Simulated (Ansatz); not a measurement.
# AgF (model cell, started as NiAs type): a soft mode frozen in, part 2 of 2

Wanted: the energy along a soft mode of AgF (model cell, started as NiAs type) and the structure at the end.

Ansatz 0.2.0; DFT PBEsol, scalar-relativistic, plane waves, PAW.

So far, highest frequency on the path or at a solved wavevector (cm⁻¹): step 2 (phonons on a q mesh) 314. Also lowest frequency on the path (cm⁻¹): step 2 -37.3.

The structure was built from a prototype and need not be the compound's stable phase.

### 5. Energy along the mode, all amplitudes (two of the runs are shown above)

An imaginary frequency means negative curvature, so the energy should fall and then rise again as anharmonic terms take over.

Numbers from this step:

```
depth at the lowest point sampled  : 0.922 meV/atom
largest atomic shift at that point : 0.22 Å
```

Energy from the parent against largest atomic shift:

| largest atomic shift (Å) | energy from the parent (meV/atom) |
| --- | --- |
| 0.000 | 0 |
| 0.040 | -0.055 |
| 0.080 | -0.212 |
| 0.140 | -0.562 |
| 0.220 | -0.922 |
| 0.320 | -0.092 |
| 0.450 | 6.41 |

Displacement at unit largest shift by atom:

| atom | x (Å) | y (Å) | z (Å) | size |
| --- | --- | --- | --- | --- |
| Ag1 | -0.23 | 0.40 | 0.00 | 0.46 |
| Ag2 | -0.23 | -0.40 | 0.00 | 0.46 |
| Ag3 | 0.46 | 0.00 | 0.00 | 0.46 |
| Ag4 | 0.23 | -0.40 | 0.00 | 0.46 |
| Ag5 | 0.23 | 0.40 | 0.00 | 0.46 |
| Ag6 | -0.46 | 0.00 | 0.00 | 0.46 |
| F7 | 0.00 | 0.00 | 0.00 | 0.00 |
| F8 | 0.00 | 0.00 | 1.00 | 1.00 |
| F9 | 0.00 | 0.00 | -1.00 | 1.00 |
| F10 | 0.00 | 0.00 | 0.00 | 0.00 |
| F11 | 0.00 | 0.00 | 0.00 | 0.00 |
| F12 | 0.00 | 0.00 | 0.00 | 0.00 |

The lowest of the steps tried is at 0.22 Å, 0.922 meV/atom below the parent; the bottom of the well need not coincide with a step.

### 6. Relaxation from the frozen mode

Starting from the lowest point found, all atoms and the cell are let go, so that strain and other modes of the same symmetry can join in.

The input, input.yaml:

```yaml
crystal:
  lattice:
    - [4.5570966216, 2.6310461171, 0.0]
    - [-4.4651e-06, 5.2620845003, 0.0]
    - [0.0, 0.0, 6.8619586866]
  atoms:
    - { symbol: Ag, position: [0.322336445, 0.3553280097, -2.072e-07] }
    - { symbol: Ag, position: [0.6556695235, 0.6556691245, 0.0] }
    - { symbol: Ag, position: [0.0219948294, 0.9890024669, 2.073e-07] }
    - { symbol: Ag, position: [0.3443302217, 0.311338657, 0.4999997928] }
    - { symbol: Ag, position: [0.6776638099, 0.6776642088, 0.5] }
    - { symbol: Ag, position: [-0.0219948294, 1.0109975331, 0.5000002073] }
    - { symbol: F, position: [1.0, 0.3333333333, 0.2500005365] }
    - { symbol: F, position: [0.3333333333, 0.6666666667, 0.2820608168] }
    - { symbol: F, position: [0.6666666667, 0.0, 0.2179398098] }
    - { symbol: F, position: [0.3333333333, 0.0, 0.7499998512] }
    - { symbol: F, position: [0.6666666667, 0.3333333333, 0.7500001542] }
    - { symbol: F, position: [1.0, 0.6666666667, 0.7499999945] }
kpoints:
  mp_grid: { grid: [9, 9, 6] }
hamiltonian:
  xc: pbesol
scf:
  occupations: { method: methfessel_paxton, width: 0.2 }
output:
  forces: true
  stress: true
  eigenvalues: true
relax:
  adjacent_minimum: "off"
  f_tol: 0.002
  max_steps: 120
  cell: { stress_tol: 0.03 }
```

Run with:

```
$ ansatz run input.yaml --threads 4 --pin off --max-ram 7168MiB --backend cpu --events-out ev --progress --plain --runs-dir out
```

Numbers of over 12 decimals in the logs are rounded to 6 here.

The program printed:

```text
[...]
Crystal: 12 atoms, lattice volume = 164.549 Å³
Basis set: ecut = 420 eV, 3221 PW (Γ), exchange–correlation on 72×72×96 points (8 copies of the dense FFT grid, shifted against one another)
Bands: 94, of which v1, the nominal top of the filled ones, is band 78 counted from 1 (77 counted from 0)
Symmetry: 6 space group operations
[...]
k-points: 62 of 486 (time reversal used)
[...]
SCF iter   1: F=—  HF=-49929.543317 eV  |F-HF|=—  |Δ(HF+E_count)|=         —  Δρ=1.77e-2  dr2=3.58e-1  ethr=1.77e-3  ⟨swp⟩=4.9  Hψ=17750  notcnv=0  defer=81
[...]
SCF iter   8: F=-49929.447342 eV  HF=-49929.447342 eV  |F-HF|=6.17e-8  |Δ(HF+E_count)|=   4.40e-8  S|Δr|=    0.00e0  Δρ=5.65e-6  dr2=7.79e-8  ethr=6.41e-11  ⟨swp⟩=9.2  Hψ=25976  notcnv=0
SCF 1 converged in 8 iterations: F = -49929.447342 eV  dr2 = 7.79e-8
[...]
relax step   1: F+E_penalty+E_count = -49929.44734186 eV  Δ(F+E_penalty+E_count) = +0.000e0 eV  max|allowed force component| = 7.469e-2 eV/Å  Δτ_max = 0.0000 Å  P = +0.375 GPa  Ω = 164.549 Å³  (8 SCF iters, dr2 threshold 1.00e-7 eV, accepted)
Crystal: 12 atoms, lattice volume = 165.813 Å³
[...]
SCF iter   6: F=-49929.451812 eV  HF=-49929.451812 eV  |F-HF|=4.25e-7  |Δ(HF+E_count)|=   2.16e-6  S|Δr|=    0.00e0  Δρ=2.96e-5  dr2=8.35e-7  ethr=5.77e-10  ⟨swp⟩=3.1  Hψ=21511  notcnv=0
SCF 2 converged in 6 iterations: F = -49929.451812 eV  dr2 = 8.35e-7
[...]
relax step   2: F+E_penalty+E_count = -49929.45181170 eV  Δ(F+E_penalty+E_count) = -4.470e-3 eV  max|allowed force component| = 3.532e-2 eV/Å  Δτ_max = 0.0117 Å  P = -0.080 GPa  Ω = 165.813 Å³  energy of the carried Pulay correction = -4.074e-3 eV  (6 SCF iters, dr2 threshold 9.00e-7 eV, accepted)
Crystal: 12 atoms, lattice volume = 166.256 Å³
Basis set: ecut = 420 eV, 3233 PW (Γ), exchange–correlation on 72×72×96 points (8 copies of the dense FFT grid, shifted against one another)
[...]
SCF iter   7: F=-49929.455271 eV  HF=-49929.455271 eV  |F-HF|=1.68e-7  |Δ(HF+E_count)|=   2.49e-8  S|Δr|=    0.00e0  Δρ=1.29e-5  dr2=2.00e-7  ethr=1.41e-10  ⟨swp⟩=5.4  Hψ=21565  notcnv=0
SCF 3 converged in 7 iterations: F = -49929.455271 eV  dr2 = 2.00e-7
relax step   3: F+E_penalty+E_count = -49929.45527066 eV  Δ(F+E_penalty+E_count) = -3.459e-3 eV  max|allowed force component| = 5.484e-2 eV/Å  Δτ_max = 0.0213 Å  P = -0.006 GPa  Ω = 166.256 Å³  energy of the carried Pulay correction = -5.491e-3 eV  (7 SCF iters, dr2 threshold 2.19e-7 eV, accepted)
[... from here on, the SCF cycles and remarks between the steps are left out ...]
relax step   4: F+E_penalty+E_count = -49929.45745278 eV  Δ(F+E_penalty+E_count) = -2.182e-3 eV  max|allowed force component| = 8.787e-2 eV/Å  Δτ_max = 0.0680 Å  P = -0.289 GPa  Ω = 167.703 Å³  energy of the carried Pulay correction = -1.010e-2 eV  (8 SCF iters, dr2 threshold 1.88e-7 eV, accepted)
relax step   5: F+E_penalty+E_count = -49929.46595228 eV  Δ(F+E_penalty+E_count) = -8.500e-3 eV  max|allowed force component| = 2.453e-2 eV/Å  Δτ_max = 0.0657 Å  P = +0.037 GPa  Ω = 167.532 Å³  energy of the carried Pulay correction = -9.561e-3 eV  (8 SCF iters, dr2 threshold 4.83e-7 eV, accepted)
relax step   6: F+E_penalty+E_count = -49929.46545722 eV  Δ(F+E_penalty+E_count) = +4.951e-4 eV  max|allowed force component| = 6.475e-3 eV/Å  Δτ_max = 0.0199 Å  P = -0.021 GPa  Ω = 167.841 Å³  energy of the carried Pulay correction = -1.054e-2 eV  (8 SCF iters, dr2 threshold 3.76e-8 eV, accepted)
relax step   7: F+E_penalty+E_count = -49929.46551353 eV  Δ(F+E_penalty+E_count) = -5.631e-5 eV  max|allowed force component| = 5.379e-4 eV/Å  Δτ_max = 0.0026 Å  P = -0.002 GPa  Ω = 167.835 Å³  energy of the carried Pulay correction = -1.052e-2 eV  (7 SCF iters, dr2 threshold 3.42e-9 eV, accepted)
relax step   8: F+E_penalty+E_count = -49929.48346259 eV  Δ(F+E_penalty+E_count) = -1.795e-2 eV  max|allowed force component| = 1.145e-3 eV/Å  Δτ_max = 0.0000 Å  P = +0.181 GPa  Ω = 167.835 Å³  stress off target by 3.01e-1 GPa  SCF on the basis re-selected at this cell (its energy is not comparable with the rows above)  (8 SCF iters)
relax step   9: F+E_penalty+E_count = -49929.48296430 eV  Δ(F+E_penalty+E_count) = +4.983e-4 eV  max|allowed force component| = 4.164e-3 eV/Å  Δτ_max = 0.0174 Å  P = +0.044 GPa  Ω = 168.646 Å³  energy of the carried Pulay correction = -2.995e-3 eV  (7 SCF iters, dr2 threshold 2.27e-7 eV, accepted)
relax step  10: F+E_penalty+E_count = -49929.48193903 eV  Δ(F+E_penalty+E_count) = +1.025e-3 eV  max|allowed force component| = 1.224e-3 eV/Å  Δτ_max = 0.0080 Å  P = -0.016 GPa  Ω = 168.973 Å³  energy of the carried Pulay correction = -4.229e-3 eV  (7 SCF iters, dr2 threshold 1.25e-8 eV, accepted)
relax step  11: F+E_penalty+E_count = -49929.48687194 eV  Δ(F+E_penalty+E_count) = -4.933e-3 eV  max|allowed force component| = 1.264e-3 eV/Å  Δτ_max = 0.0000 Å  P = +0.004 GPa  Ω = 168.973 Å³  stress off target by 7.15e-2 GPa  SCF on the basis re-selected at this cell (its energy is not comparable with the rows above)  (7 SCF iters)
relax step  12: F+E_penalty+E_count = -49929.48631480 eV  Δ(F+E_penalty+E_count) = +5.571e-4 eV  max|allowed force component| = 4.547e-4 eV/Å  Δτ_max = 0.0059 Å  P = -0.004 GPa  Ω = 169.176 Å³  energy of the carried Pulay correction = -7.625e-4 eV  (7 SCF iters, dr2 threshold 1.28e-8 eV, accepted)
relax step  13: F+E_penalty+E_count = -49929.48719285 eV  Δ(F+E_penalty+E_count) = -8.780e-4 eV  max|allowed force component| = 4.809e-4 eV/Å  Δτ_max = 0.0000 Å  P = -0.001 GPa  Ω = 169.176 Å³  stress off target by 3.16e-2 GPa  SCF on the basis re-selected at this cell (its energy is not comparable with the rows above)  (6 SCF iters)
relax step  14: F+E_penalty+E_count = -49929.48694537 eV  Δ(F+E_penalty+E_count) = +2.475e-4 eV  max|allowed force component| = 1.500e-4 eV/Å  Δτ_max = 0.0022 Å  P = +0.000 GPa  Ω = 169.251 Å³  energy of the carried Pulay correction = -2.825e-4 eV  (7 SCF iters, dr2 threshold 2.50e-9 eV, accepted)
[...]
SCF iter   5: F=-49929.487269 eV  HF=-49929.487269 eV  |F-HF|=0.00e0  |Δ(HF+E_count)|=  1.46e-11  S|Δr|=    0.00e0  Δρ=7.34e-8  dr2=5.51e-12  ethr=1.00e-12  ⟨swp⟩=5.7  Hψ=18834  notcnv=0
SCF 15 converged in 5 iterations: F = -49929.487269 eV  dr2 = 5.51e-12
relax step  15: F+E_penalty+E_count = -49929.48726940 eV  Δ(F+E_penalty+E_count) = -3.240e-4 eV  max|allowed force component| = 1.164e-4 eV/Å  Δτ_max = 0.0000 Å  P = +0.001 GPa  Ω = 169.251 Å³  stress off target by 1.05e-2 GPa  SCF on the basis re-selected at this cell (its energy is not comparable with the rows above)  (5 SCF iters)
[...]
SCF converged after 5 iterations
[...]
Free energy (F): -49929.487269 eV
[...]
Internal energy: -49929.507128 eV  (E = F + TS)
E sigma→0 (E₀):  -49929.492234 eV
Entropy (-TS):   0.019859 eV (1.655 meV/atom)
Fermi energy:    9.902806 eV
[...]
--- Forces (eV/Å), atoms counted from 1 ---
  atom   1  Ag    -0.00003594     0.00011366     0.00001026
  atom   2  Ag    -0.00008047    -0.00008795     0.00001026
  atom   3  Ag     0.00011640    -0.00002571     0.00001026
  atom   4  Ag     0.00008047    -0.00008795    -0.00001026
  atom   5  Ag     0.00003593     0.00011366    -0.00001026
  atom   6  Ag    -0.00011640    -0.00002571    -0.00001026
  atom   7  F     -0.00000000     0.00000000     0.00000000
  atom   8  F     -0.00000000     0.00000000     0.00010349
  atom   9  F     -0.00000000    -0.00000000    -0.00010349
  atom  10  F     -0.00004166     0.00002405     0.00000000
  atom  11  F      0.00004166     0.00002405    -0.00000000
  atom  12  F      0.00000000    -0.00004810    -0.00000000
  max |Σ_I F_I| component: 1.43e-17 eV/Å
--- Stress (GPa, compression-positive) ---
        0.006947      -0.000000       0.000000
       -0.000000       0.006947      -0.000000
        0.000000      -0.000000      -0.010498
  P = ⅓ Tr σ = 0.0011 GPa (0.011 kbar)
--- Band table (eV; the first three rows and the last of 62) ---
  k-point 0: bands = [... 74 lower, 9.2008, 9.4266, 9.4342, 9.6702, 9.6702, 13.8856, 15.0898, 16.8499, ... 12 higher]
  k-point 1: bands = [... 74 lower, 9.2116, 9.5502, 9.6421, 9.7371, 9.7502, 13.1476, 15.8069, 16.8268, ... 12 higher]
  k-point 2: bands = [... 74 lower, 9.4537, 9.7104, 9.8641, 9.8731, 10.2193, 12.0814, 16.4867, 16.7762, ... 12 higher]
  k-point 61: bands = [... 74 lower, 9.2127, 9.3259, 9.3999, 9.3999, 12.8779, 12.8779, 13.3863, 13.5175, ... 12 higher]
--- Relaxed structure (11 steps of the walk, 11 accepted, 4 SCFs on fresh bases) ---
  F+E_penalty+E_count = -49929.48726940 eV   max|allowed force component| = 1.164e-4 eV/Å   (the final SCF, on the basis selected at the relaxed cell)
  cell:  # Å, volume = 169.2506 Å³
    - [4.699442, 2.713229, -2.624248225272897e-19]
    - [-4.604607436260625e-6, 5.426451, -2.6242507965639136e-19]
    - [-1.9757568763960827e-19, -3.4221247055674485e-19, 6.636941]
  atoms:
    - { symbol: Ag, position: [0.307722, 0.374074, 0.000285717] }
    - { symbol: Ag, position: [0.651538, 0.641055, 0.000285717] }
    - { symbol: Ag, position: [0.040741, 0.984871, 0.000285717] }
    - { symbol: Ag, position: [0.348462, 0.292593, 0.499714] }
    - { symbol: Ag, position: [0.692278, 0.681795, 0.499714] }
    - { symbol: Ag, position: [-0.040741, 1.025612, 0.499714] }
    - { symbol: F, position: [1.000000, 0.333333, 0.250000] }
    - { symbol: F, position: [0.333333, 0.666667, 0.313709] }
    - { symbol: F, position: [0.666667, -5.5503319077661126e-17, 0.186291] }
    - { symbol: F, position: [0.333247, 8.61527626893899e-5, 0.750000] }
    - { symbol: F, position: [0.666753, 0.333333, 0.750000] }
    - { symbol: F, position: [1.000000, 0.666581, 0.750000] }
```

Run time: 3.7 min. Hardware: 4 threads of Intel Xeon 6975P-C (Granite Rapids), shared host; peak memory 1.2 GiB.

The steps of the relaxation:

| step | energy less that of the first step (eV) | largest force component (eV/Å) | pressure (GPa) | volume (Å³) |
| --- | --- | --- | --- | --- |
| 1 | 0.0000 | 0.0747 | 0.37 | 164.55 |
| 2 | -0.0045 | 0.0353 | -0.08 | 165.81 |
| 3 | -0.0079 | 0.0548 | -0.01 | 166.26 |
| 4 | -0.0101 | 0.0879 | -0.29 | 167.70 |
| 5 | -0.0186 | 0.0245 | 0.04 | 167.53 |
| 6 | -0.0181 | 0.0065 | -0.02 | 167.84 |
| 7 | -0.0182 | 0.0005 | 0.00 | 167.83 |
| 8* | -0.0361 | 0.0011 | 0.18 | 167.83 |
| 9 | -0.0356 | 0.0042 | 0.04 | 168.65 |
| 10 | -0.0346 | 0.0012 | -0.02 | 168.97 |
| 11* | -0.0395 | 0.0013 | 0.00 | 168.97 |
| 12 | -0.0390 | 0.0005 | 0.00 | 169.18 |
| 13* | -0.0399 | 0.0005 | 0.00 | 169.18 |
| 14 | -0.0396 | 0.0001 | 0.00 | 169.25 |
| 15* | -0.0399 | 0.0001 | 0.00 | 169.25 |

Relaxation steps marked * repeat the geometry before them on a plane-wave basis chosen anew for their cell, so energy and pressure can jump there.

The run keeps the 6 symmetry operations that it works with, so distortions that break them were not tested.

| conventional cell, symmetrised | before | after | change |
| --- | --- | --- | --- |
| a (Å) | 5.262 | 5.426 | +3.1 % |
| b (Å) | 5.262 | 5.426 | +3.1 % |
| c (Å) | 6.862 | 6.637 | -3.3 % |
| volume (Å³/atom) | 13.71 | 14.10 | +2.9 % |

The atoms that moved most (Å, as changes of fractional coordinates times the final cell):

| atom | dx | dy | dz | length |
| --- | --- | --- | --- | --- |
| F9 | 0.000 | 0.000 | -0.210 | 0.210 |
| F8 | 0.000 | 0.000 | 0.210 | 0.210 |
| Ag1 | -0.069 | 0.062 | 0.002 | 0.093 |
| Ag5 | 0.069 | 0.062 | -0.002 | 0.093 |
| Ag2 | -0.019 | -0.091 | 0.002 | 0.093 |
| Ag3 | 0.088 | 0.028 | 0.002 | 0.093 |
| Ag4 | 0.019 | -0.091 | -0.002 | 0.093 |
| Ag6 | -0.088 | 0.028 | -0.002 | 0.093 |

The relaxed structure:

```
Ag F
1.0
     4.69944    2.71323    0.00000
     0.00000    5.42645    0.00000
     0.00000    0.00000    6.63694
Ag F
6 6
Direct
  0.30772 0.37407 0.00029
  0.65154 0.64105 0.00029
  0.04074 0.98487 0.00029
  0.34846 0.29259 0.49971
  0.69228 0.68180 0.49971
  0.95926 0.02561 0.49971
  0.00000 0.33333 0.25000
  0.33333 0.66667 0.31371
  0.66667 0.00000 0.18629
  0.33325 0.00009 0.75000
  0.66675 0.33333 0.75000
  0.00000 0.66658 0.75000
```

This step gave:

| Quantity | Value |
| --- | --- |
| pressure | 0.001132 GPa |
| volume per atom | 14.10 Å³ |

The distorted start has space group P321; the relaxation ends in P321.

### 7. What came out

```
unstable mode of the parent                                                      : q = (0.333, 0.333, 0), 36i cm⁻¹
depth at the lowest point sampled                                                : 0.922 meV/atom
largest atomic shift at that point                                               : 0.22 Å
space group reached (within 0.01 Å)                                              : P321
energy gained over the parent (first relaxation, on the mesh of the frozen mode) : 4.20 meV/atom
volume per atom, phase reached                                                   : 14.1 Å³
```

What this shows: Along this mode the structure falls into P321, 4.20 meV/atom below the parent. At the parent's cell the well is 0.922 meV/atom deep on the steps tried, with its lowest point at a shift of 0.22 Å. Relaxing atoms and cell changes the gain by +3.27 meV/atom against the lowest step (energies at zero smearing). Most of the total comes from this relaxation. The modes of the phase reached were not computed on this path. How so shallow a well moves with the k mesh was not tested. Of the 4 patterns followed to their end from this parent, this one ends 5.43 meV/atom above the lowest, Cmcm. Another end point lies within 1 meV/atom; how such a difference moves with mesh and cutoff was not tested. Each path keeps the symmetry of its pattern, so a lower phase may lie along a pattern not tried. With no gap, or one that is small against the smearing, the frequencies hang on the k mesh and the smearing, most of all near Kohn anomalies. A semilocal functional can close a gap that the real compound would have, so the metallic treatment may be an artefact of the level. The starting cell was built on a prototype and not taken from a measurement, so the phase need not exist.

[Logs are printed without paths, hosts, clocks, repeated set-up lines and the standing remarks that a program may print on its own settings, such as how far it seeks lower states.]

[Hosts, paths, dates, database ids (printed as entryN), source tags and the programs' standing remarks are cut or masked in the printed files.]
